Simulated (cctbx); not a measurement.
## Resonant diffraction in Ba3LaSi8

Space group P-4m2 (no. 115), a = 4.6380 Å, b = 4.6380 Å, c = 14.1350 Å, α = 90.00°, β = 90.00°, γ = 90.00°.

```
atom  mult.    x    y       z  Ueq (Å²)
 La1      1  1/2  1/2       0    0.0043
 Ba1      2    0  1/2  0.2498    0.0042
 Ba2      1    0    0     1/2    0.0048
 Si1      2    0  1/2  0.6631    0.0062
 Si2      2  1/2    0  0.1629    0.0084
 Si3      2  1/2  1/2  0.5825    0.0070
 Si4      2    0    0  0.0860    0.0081
```

The model was made for the exercise: a known structure type with other elements put in, its volume estimated, not relaxed; displacement parameters are assumed.

Calculated with cctbx: free-atom f′ and f″ from the Sasaki tables, no fine structure; amplitudes in electrons.

How do |F(hkl)| and |F(−h−k−l)| change across the La L3 edge?

```text
E (eV)    f'(La)   f''           |F|0 1 0        |F|1 0 3        |F|0 1 4        |F|1 1 0
   4883   -8.03   4.19        2.0/   2.0    112.9/ 112.6      3.4/   3.5      1.8/   1.8
   5233  -10.11   3.76        7.5/   7.5     95.1/  95.7      8.8/   8.8      7.2/   7.2
   5363  -11.82   3.61        6.7/   6.7    102.0/ 110.9      7.4/   6.4      6.7/   6.7
   5423  -13.44   3.55        6.6/   6.6    102.9/ 110.8      6.8/   5.8      6.7/   6.7
   5453  -14.95   3.52        7.1/   7.1    102.6/ 109.8      6.9/   6.0      7.2/   7.2
   5468  -16.51   3.50        7.9/   7.9    102.0/ 108.7      7.4/   6.6      8.0/   8.0
   5475  -17.91   3.50        8.8/   8.8    101.4/ 107.5      8.1/   7.4      8.9/   8.9
   5479  -19.45   3.49        9.9/   9.9    100.7/ 106.3      9.1/   8.5     10.1/  10.1
   5487  -19.51  10.55        7.8/   7.8    107.0/ 102.3      6.2/   6.5      8.0/   8.0
   5491  -17.93  10.54        6.2/   6.2    107.6/ 103.5      4.6/   5.0      6.4/   6.4
   5498  -16.50  10.52        4.7/   4.7    108.1/ 104.6      3.2/   3.6      4.9/   4.9
   5513  -14.94  10.46        3.1/   3.1    108.6/ 105.8      1.6/   2.2      3.3/   3.3
   5543  -13.44  10.36        1.6/   1.6    109.0/ 106.8      0.3/   1.3      1.8/   1.8
   5633  -11.54  10.07        3.7/   3.7    105.4/ 109.4      5.0/   4.2      3.6/   3.6
   5883  -13.11   9.34        4.7/   4.7    114.4/ 115.7      3.9/   3.3      4.9/   4.9
```

The edge is at 5483 eV. f′ of La falls from -11.8 e at 5363 eV to -19.4 e at 4 eV below it, and f″ steps from 3.50 to 10.54 e across it. Over that approach |F| changes by +48 % (0 1 0), -1 % (1 0 3), +23 % (0 1 4) and +51 % (1 1 0): a reflection falls where La scatters in phase with the total and rises where it scatters against it; it hardly moves where the La term is small or cancels by symmetry or lies in quadrature to the total. The f″ term interferes with the normal scattering with opposite sign for the two Friedel mates. The largest Friedel difference in the scan is 125.0 % of the mean (0 1 4, at 5543 eV).

[Logs are printed without paths, hosts, clocks, repeated set-up lines and the standing remarks that a program may print on its own settings, such as how far it seeks lower states.]
